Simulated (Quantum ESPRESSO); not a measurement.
# Voltage at the next charge: Ir(111), 4 layers, one monolayer of F on fcc sites against an electrode

How the rows were computed: Quantum ESPRESSO 7.5, PBE, GBRV ultrasoft; ESM with bc3, a metal electrode 6.79 Å above the top atoms; cell area 6.385 Å²; ions fixed. V is the potential energy of an electron at the electrode over the slab's Fermi level, divided by e, so that it equals the work function at zero charge; positive charge removes electrons.

| charge (e a cell) | V (V) |
| --- | --- |
| 0 | 8.131 |
| 0.0096 | 9.876 |
| 0.0192 | 11.624 |

To predict: What is V at a charge of 0.0383 e, and what capacitance do the rows imply?

By hand: The last two rows give dV/dq = (11.624 − 9.876)/(0.0192 − 0.0096) = 182.1 V/e, so C = 1602/(6.385 × 182.1) = 1.38 µF/cm², an effective gap of 8.854/1.38 = 6.42 Å. At constant C, V = 11.624 + 182.1 × 0.0191 = 15.10 V.

**The withheld run.** V = 15.108 V; the estimate misses by −0.01 V, 0.2 % of the step. Over the three intervals C goes 1.38, 1.38 and 1.38 µF/cm².

Caveats: Vacuum fills the gap; a dielectric or electrolyte would change C. The slab is thin.
